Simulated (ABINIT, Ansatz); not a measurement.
# Converging GW for Te2Mo (P6_3/mmc) in ABINIT

Wanted: a converged G0W0 gap of Te2Mo (P6_3/mmc), or an estimate of the limit.

Program: ABINIT 10.8.3. Level of theory: PBE and many-body steps on it, plane waves. Results are calculated unless marked as measured.

### Step 1. The structure

It takes space group P6_3/mmc (No. 194, hexagonal). Conventional cell: a = 3.518 Å, b = 3.518 Å, c = 13.974 Å, α = 90.00°, β = 90.00°, γ = 120.00°. Nearest to Te lie 3 Mo at 2.72 Å. Nearest to Mo lie 6 Te at 2.72 Å. Farther neighbours and most contacts between anions are not listed.

Coordinates:

```cif
data_structure
_symmetry_space_group_name_H-M 'P6_3/mmc'
_symmetry_Int_Tables_number 194
_cell_length_a 3.5182
_cell_length_b 3.5182
_cell_length_c 13.9736
_cell_angle_alpha 90.000
_cell_angle_beta 90.000
_cell_angle_gamma 120.000
_cell_volume 149.79
loop_
_atom_site_label
_atom_site_type_symbol
_atom_site_symmetry_multiplicity
_atom_site_Wyckoff_symbol
_atom_site_fract_x
_atom_site_fract_y
_atom_site_fract_z
_atom_site_occupancy
Te1 Te 4 f 0.33333 0.66667 0.62100 1
Mo1 Mo 2 c 0.33333 0.66667 0.25000 1
```

The cell and positions come from the Crystallography Open Database and are kept as given unless a step says otherwise. Spin-orbit coupling is left out unless a step names it.

### Step 2. Empty states on the mesh, 3×3×1 mesh, 824 bands

This step: ABINIT 10.8.3; DFT, PBE, plane waves, norm-conserving pseudopotentials.

The sums over transitions need many empty states on a uniform mesh; this step solves for them.

run.abi

```
acell 3*1.0 Angstrom
rprim 
  3.518200000003 -0.000000000001 0.000000000000
  -1.759100000001 3.046850575598 0.000000000000
  0.000000000000 0.000000000000 13.973600000000
ntypat 2
znucl 52 42
natom 6
typat 1 1 1 1 2 2
xred 
  0.333333333333 0.666666666667 0.621000000000
  0.666666666667 0.333333333333 0.121000000000
  0.333333333333 0.666666666667 0.879000000000
  0.666666666667 0.333333333333 0.379000000000
  0.333333333333 0.666666666667 0.250000000000
  0.666666666667 0.333333333333 0.750000000000
pp_dirpath "pseudos"
pseudos "Te.upf, Mo.upf"
ecut 39
ngkpt 3 3 1
nshiftk 1
shiftk 0 0 0
kptopt 1
chksymbreak 0
iscf -2
irdden 1
istwfk *1
nband 824
nbdbuf 74
tolwfr 1e-09
nstep 60
prtvol 0
indata_prefix "in"
outdata_prefix "out"
tmpdata_prefix "tmp"
```

Command:

```bash
$ OMP_NUM_THREADS=1 mpirun -n 8 abinit run.abi > log
```

Numbers of over 12 decimals in the logs are rounded to 6 here.

The program printed:

```text
.Version 10.8.3 of ABINIT. v10.8.2 released Aug 2026.

 Symmetries : space group P6_3/m m c (#194); Bravais hP (primitive hexag.)
[... echo of the input left out ...]
== DATASET  1 ==================================================================
-   mpi_nproc: 8, omp_nthreads: 1 (-1 if OMP is not activated)
-    --> not optimal distribution: autoparal keyword recommended in input file <--

--- !DatasetInfo
iteration_state: {dtset: 1, }
dimensions: {natom: 6, nkpt: 3, mband: 824, nsppol: 1, nspinor: 1, nspden: 1, mpw: 11799, }
cutoff_energies: {ecut:  39.0, pawecutdg:  -1.0, }
[...]
6.00125    6.00705    6.01004    6.02272    6.02276    6.04299    6.05082    6.05184
   6.06265    6.07905    6.08252    6.09009    6.09744    6.09900    6.10084    6.10537
 prteigrs : prtvol=0 or 1, do not print more k-points.

== END DATASET(S) ==============================================================
================================================================================

 -outvars: echo values of variables after computation  --------
            nband         824
             nkpt           3
          spgroup         194
 [... the other variables as echoed above ...]

 Calculation completed.
```

Run time: 24 min. Hardware: 8 MPI ranks of Intel Xeon Platinum 8488C (Sapphire Rapids), shared host; peak memory 1.5 GiB.

Numbers from this step:

| Property | Result |
| --- | --- |
| gap | 0.9744 eV |
| k of the valence top | 0, 0, 0 |
| k of the conduction bottom | 0.3333, 0.3333, 0 |
| least direct gap | 1.038 eV |
| k points computed | 3 |
| lowest point of the top converged band, above the valence top | 144.1156 eV |

On this mesh the gap is 0.974 eV.

The density comes from a self-consistent run that is not shown.

### Step 3. Screening, 3×3×1 mesh, 148 bands, screening to 76.2 eV

The RPA dielectric matrix is built and inverted for each q.

This step: RPA screening on PBE, plane waves, norm-conserving pseudopotentials.

run.abi: that of step 2 with these lines changed.

```diff
@@ -24,10 +24,11 @@
 chksymbreak 0
-iscf -2
-irdden 1
 istwfk *1
-nband 824
-nbdbuf 74
-tolwfr 1e-09
-nstep 60
-prtvol 0
+occopt 1
+irdwfk 1
+optdriver 3
+nband 148
+ecuteps 2.8
+inclvkb 2
+awtr 1
+symchi 1
 indata_prefix "in"
```

The program printed:

```text
.Version 10.8.3 of ABINIT. v10.8.2 released Aug 2026.

 Symmetries : space group P6_3/m m c (#194); Bravais hP (primitive hexag.)
[... echo of the input left out ...]
== DATASET  1 ==================================================================
-   mpi_nproc: 8, omp_nthreads: 1 (-1 if OMP is not activated)

--- !DatasetInfo
iteration_state: {dtset: 1, }
dimensions: {natom: 6, nkpt: 3, mband: 148, nsppol: 1, nspinor: 1, nspden: 1, mpw: 11799, }
cutoff_energies: {ecut:  39.0, pawecutdg:  -1.0, }
electrons: {nelect:   1.24000000E+02, charge:   0.00000000E+00, occopt:   1.00000000E+00, tsmear:   1.00000000E-02, }

 SCREENING: Calculation of the susceptibility and dielectric matrices

 Based on a program developped by R.W. Godby, V. Olevano, G. Onida, and L. Reining.
 Incorporated in ABINIT by V. Olevano, G.-M. Rignanese, and M. Torrent.
.Using double precision arithmetic ; gwpc =  8

[... cell and pseudopotentials left out ...]
--------------------------------------------------------------------------------

 ==== K-mesh for the wavefunctions ====
 Number of points in the irreducible wedge :     3
[... list of points left out ...]
 Together with 24 symmetry operations and time-reversal symmetry
 yields     9 points in the full Brillouin Zone.

 ==== Q-mesh for the screening function ====
 Number of points in the irreducible wedge :     3
[... list of points left out ...]
 Together with 24 symmetry operations and time-reversal symmetry
 yields     9 points in the full Brillouin Zone.

 setmesh: FFT mesh size selected  =    24x   24x   96
          total number of points  =        55296

 vcoul_init : cutoff-mode = AUXILIARY_FUNCTION
 q-points for optical limit:   1
     1)      0.000010    0.000020    0.000030

- screening: taking advantage of time-reversal symmetry
- Maximum band index for partially occupied states nbvw = 62
- Remaining bands to be divided among processors   nbcw = 86
- Number of bands treated by each node ~10

 Number of electrons calculated from density =  124.0000; Expected =  124.0000
 average of density, n =  0.122672
 r_s =    1.2485
 omega_plasma =   33.7853 [eV]

 calculating chi0 at frequencies [eV] :
  1    0.000000E+00    0.000000E+00
  2    0.000000E+00    3.378533E+01

--------------------------------------------------------------------------------
  q-point number  1        q = ( 0.000000, 0.000000, 0.000000) [r.l.u.]
--------------------------------------------------------------------------------
[... chi0 elements left out ...]
 For q-point:  0.000010 0.000020 0.000030
  dielectric constant =  20.8531
  dielectric constant without local fields =  23.0872

  Average fulfillment of the sum rule on Im[epsilon] for q-point    1 :     47.18  [%]
[... wings left out ...]
  q-point number  2        q = ( 0.333333, 0.000000, 0.000000) [r.l.u.]
--------------------------------------------------------------------------------
[... chi0 elements left out ...]
  Average fulfillment of the sum rule on Im[epsilon] for q-point    2 :     43.02  [%]

 [... 1 further q-points ...]
```

The job ended after 53 s (8 MPI ranks; peak memory 3.6 GiB; 7 min of CPU time).

Numbers from this step:

| Property | Result |
| --- | --- |
| ε∞ with local fields, on this mesh, along the program's q direction | 20.85 |
| the same without local fields | 23.09 |
| plasma frequency | 33.79 eV |
| plane waves in the screening matrix | 229 |

Local fields lower ε∞ by 10 %. On a Γ-centred mesh this coarse the value itself is usually too large, while a short band sum pulls it down.

### Step 4. 148 bands, 76.2 eV

The self-energy is evaluated for the states that the input lists, and the levels follow from it, in one-shot runs by the linearised quasiparticle equation.

This step: G0W0 on PBE, plane waves, norm-conserving pseudopotentials.

run.abi: that of step 3 with these lines changed.

```diff
@@ -27,8 +27,17 @@
 irdwfk 1
-optdriver 3
+optdriver 4
 nband 148
+gwcalctyp 0
+ecutsigx 39
+symsigma 1
+nkptgw 2
+kptgw 
+  0.0000000000 0.0000000000 0.0000000000
+  0.3333333333 0.3333333333 0.0000000000
+bdgw 
+  61 64
+  61 64
 ecuteps 2.8
-inclvkb 2
-awtr 1
-symchi 1
+irdscr 1
+ppmodel 1
 indata_prefix "in"
```

The program printed:

```text
.Version 10.8.3 of ABINIT. v10.8.2 released Aug 2026.

 Symmetries : space group P6_3/m m c (#194); Bravais hP (primitive hexag.)
[... echo of the input left out ...]
== DATASET  1 ==================================================================
-   mpi_nproc: 8, omp_nthreads: 1 (-1 if OMP is not activated)

--- !DatasetInfo
iteration_state: {dtset: 1, }
dimensions: {natom: 6, nkpt: 3, mband: 148, nsppol: 1, nspinor: 1, nspden: 1, mpw: 11799, }
cutoff_energies: {ecut:  39.0, pawecutdg:  -1.0, }
electrons: {nelect:   1.24000000E+02, charge:   0.00000000E+00, occopt:   1.00000000E+00, tsmear:   1.00000000E-02, }

 SIGMA: Calculation of the GW corrections

 Based on a program developped by R.W. Godby, V. Olevano, G. Onida, and L. Reining.
 Incorporated in ABINIT by V. Olevano, G.-M. Rignanese, and M. Torrent.
.Using double precision arithmetic ; gwpc =  8

[... cell and pseudopotentials left out ...]
--------------------------------------------------------------------------------

 ==== K-mesh for the wavefunctions ====
 Number of points in the irreducible wedge :     3
[... list of points left out ...]
 Together with 24 symmetry operations and time-reversal symmetry
 yields     9 points in the full Brillouin Zone.

 ==== Q-mesh for screening function ====
 Number of points in the irreducible wedge :     3
[... list of points left out ...]
 Together with 24 symmetry operations and time-reversal symmetry
 yields     9 points in the full Brillouin Zone.

 vcoul_init : cutoff-mode = AUXILIARY_FUNCTION
 q-points for optical limit:   1
     1)      0.000010    0.000020    0.000030
 setmesh: FFT mesh size selected  =    36x   36x  150
          total number of points  =       194400

 Number of electrons calculated from density =  124.0000; Expected =  124.0000
 average of density, n =  0.122672
 r_s =    1.2485
 omega_plasma =   33.7853 [eV]

 === KS Band Gaps ===
  >>>> For spin  1
   Minimum direct gap =   1.0383 [eV], located at k-point      :   0.3333  0.3333  0.0000
   Fundamental gap    =   0.9744 [eV], Top of valence bands at :   0.0000  0.0000  0.0000
                                       Bottom of conduction at :   0.3333  0.3333  0.0000
 SIGMA fundamental parameters:
 PLASMON POLE MODEL  1
 number of plane-waves for SigmaX                11799
 number of plane-waves for SigmaC and W            229
 number of plane-waves for wavefunctions         11799
 number of bands                                   148
 number of independent spin polarizations            1
 number of spinorial components                      1
 number of k-points in IBZ                           3
 number of q-points in IBZ                           3
 number of symmetry operations                      24
 number of k-points in BZ                            9
 number of q-points in BZ                            9
 number of frequencies for dSigma/dE                 9
 frequency step for dSigma/dE [eV]                0.25
 number of omega for Sigma on real axis              0
 max omega for Sigma on real axis  [eV]           0.00
 zcut for avoiding poles [eV]                     0.10

 EPSILON^-1 parameters (SCR file):
 dimension of the eps^-1 matrix on file            229
 dimension of the eps^-1 matrix used               229
 number of plane-waves for wavefunctions         11799
 number of bands                                   148
 number of q-points in IBZ                           3
 number of frequencies                               2
 number of real frequencies                          1
 number of imag frequencies                          1

 matrix elements of self-energy operator (all in [eV])

 Perturbative Calculation

--- !SelfEnergy_ee
iteration_state: {dtset: 1, }
kpoint     : [   0.000,    0.000,    0.000, ]
spin       : 1
KS_gap     :    2.904
QP_gap     :    3.160
Delta_QP_KS:    0.256
data: !SigmaeeData |
     Band     E0 <VxcDFT>   SigX SigC(E0)      Z dSigC/dE  Sig(E)    E-E0       E
       61   9.602 -13.464 -15.349   2.030   0.803  -0.245 -13.348   0.116   9.718
       62   9.928 -16.262 -16.780   1.296   0.781  -0.280 -15.654   0.607  10.535
       63  12.832 -15.025 -10.693  -3.249   0.797  -0.255 -14.162   0.864  13.696
       64  12.832 -15.025 -10.693  -3.249   0.797  -0.255 -14.162   0.864  13.696

--- !SelfEnergy_ee
iteration_state: {dtset: 1, }
kpoint     : [   0.333,    0.333,    0.000, ]
spin       : 1
KS_gap     :    1.038
QP_gap     :    1.457
Delta_QP_KS:    0.418
data: !SigmaeeData |
     Band     E0 <VxcDFT>   SigX SigC(E0)      Z dSigC/dE  Sig(E)    E-E0       E
       61   9.625 -15.512 -16.602   1.783   0.778  -0.286 -14.973   0.539  10.164
       62   9.864 -16.259 -17.224   1.779   0.777  -0.288 -15.626   0.632  10.496
       63  10.903 -17.026 -12.263  -3.404   0.773  -0.294 -15.976   1.051  11.953
       64  10.903 -17.026 -12.263  -3.404   0.773  -0.294 -15.976   1.051  11.953

== END DATASET(S) ==============================================================
================================================================================

 -outvars: echo values of variables after computation  --------
           etotal      0.0000000000E+00
            nband         148
             nkpt           3
          spgroup         194
 [... the other variables as echoed above ...]

 Calculation completed.
```

It took 8.1 s on 8 MPI ranks; peak memory 2.2 GiB; 63 s of CPU time.

This step gave:

```yaml
g0w0_gap_on_the_points_computed: 1.418 eV
starting_gap_on_the_mesh: 0.9744 eV
k_of_the_valence_top: 0, 0, 0
k_of_the_conduction_bottom: 0.3333, 0.3333, 0
z_at_the_valence_top: 0.781
z_at_the_conduction_bottom: 0.773
least_direct_g0w0_gap_on_the_computed_points: 1.457 eV
```

The gap on the mesh goes from 0.97 eV to 1.42 eV, a correction of +0.44 eV.

### Step 5. Screening, 3×3×1 mesh, 342 bands, screening to 141.5 eV

This step: RPA screening on PBE, plane waves, norm-conserving pseudopotentials.

run.abi: that of step 4 with these lines changed.

```diff
@@ -27,17 +27,8 @@
 irdwfk 1
-optdriver 4
-nband 148
-gwcalctyp 0
-ecutsigx 39
-symsigma 1
-nkptgw 2
-kptgw 
-  0.0000000000 0.0000000000 0.0000000000
-  0.3333333333 0.3333333333 0.0000000000
-bdgw 
-  61 64
-  61 64
-ecuteps 2.8
-irdscr 1
-ppmodel 1
+optdriver 3
+nband 342
+ecuteps 5.2
+inclvkb 2
+awtr 1
+symchi 1
 indata_prefix "in"
```

The program printed:

```text
.Version 10.8.3 of ABINIT. v10.8.2 released Aug 2026.

 Symmetries : space group P6_3/m m c (#194); Bravais hP (primitive hexag.)
[... echo of the input left out ...]
== DATASET  1 ==================================================================
-   mpi_nproc: 8, omp_nthreads: 1 (-1 if OMP is not activated)

--- !DatasetInfo
iteration_state: {dtset: 1, }
dimensions: {natom: 6, nkpt: 3, mband: 342, nsppol: 1, nspinor: 1, nspden: 1, mpw: 11799, }
cutoff_energies: {ecut:  39.0, pawecutdg:  -1.0, }
electrons: {nelect:   1.24000000E+02, charge:   0.00000000E+00, occopt:   1.00000000E+00, tsmear:   1.00000000E-02, }

 SCREENING: Calculation of the susceptibility and dielectric matrices

 Based on a program developped by R.W. Godby, V. Olevano, G. Onida, and L. Reining.
 Incorporated in ABINIT by V. Olevano, G.-M. Rignanese, and M. Torrent.
.Using double precision arithmetic ; gwpc =  8

[... cell and pseudopotentials left out ...]
--------------------------------------------------------------------------------

 ==== K-mesh for the wavefunctions ====
 Number of points in the irreducible wedge :     3
[... list of points left out ...]
 Together with 24 symmetry operations and time-reversal symmetry
 yields     9 points in the full Brillouin Zone.

 ==== Q-mesh for the screening function ====
 Number of points in the irreducible wedge :     3
[... list of points left out ...]
 Together with 24 symmetry operations and time-reversal symmetry
 yields     9 points in the full Brillouin Zone.

 setmesh: FFT mesh size selected  =    24x   24x  108
          total number of points  =        62208

 vcoul_init : cutoff-mode = AUXILIARY_FUNCTION
 q-points for optical limit:   1
     1)      0.000010    0.000020    0.000030

- screening: taking advantage of time-reversal symmetry
- Maximum band index for partially occupied states nbvw = 62
- Remaining bands to be divided among processors   nbcw = 280
- Number of bands treated by each node ~35

 Number of electrons calculated from density =  124.0000; Expected =  124.0000
 average of density, n =  0.122672
 r_s =    1.2485
 omega_plasma =   33.7853 [eV]

 calculating chi0 at frequencies [eV] :
  1    0.000000E+00    0.000000E+00
  2    0.000000E+00    3.378533E+01

--------------------------------------------------------------------------------
  q-point number  1        q = ( 0.000000, 0.000000, 0.000000) [r.l.u.]
--------------------------------------------------------------------------------
[... chi0 elements left out ...]
 For q-point:  0.000010 0.000020 0.000030
  dielectric constant =  20.4259
  dielectric constant without local fields =  23.1501

  Average fulfillment of the sum rule on Im[epsilon] for q-point    1 :     74.48  [%]
[... wings left out ...]
  q-point number  2        q = ( 0.333333, 0.000000, 0.000000) [r.l.u.]
--------------------------------------------------------------------------------
[... chi0 elements left out ...]
  Average fulfillment of the sum rule on Im[epsilon] for q-point    2 :     71.51  [%]

 [... 1 further q-points ...]
```

Elapsed: 2.7 min, on 8 MPI ranks; peak memory 4.6 GiB; 22 min of CPU time.

This step gave:

| Property | Result |
| --- | --- |
| ε∞ with local fields, on this mesh, along the program's q direction | 20.43 |
| the same without local fields | 23.15 |
| plasma frequency | 33.79 eV |
| plane waves in the screening matrix | 573 |

(Continued in part 2 of 2.)

[Paths, hosts, dates, memory and timing lines, banners, echoed tables and standing remarks are left out of the program output.]

[Logs are printed without paths, hosts, clocks, repeated set-up lines and the standing remarks that a program may print on its own settings, such as how far it seeks lower states.]

[Runs of the session that timed out or met a known fault of the program may be left out.]

[No measured gap is set beside runs whose start may be inverted or whose files or cutoffs have a known fault.]

[Hosts, paths, dates, database ids (printed as entryN), source tags and the programs' standing remarks are cut or masked in the printed files.]

[G0W0 gaps are taken among the corrected bands and points alone; a level outside them can change the order at an edge.]

[Where Ansatz stands beside ABINIT at settings called matched, ABINIT's density can come from a denser mesh and the files from another edition; pairs whose starting gaps differed by over 0.03 eV were left out, so agreement reads better than it is.]
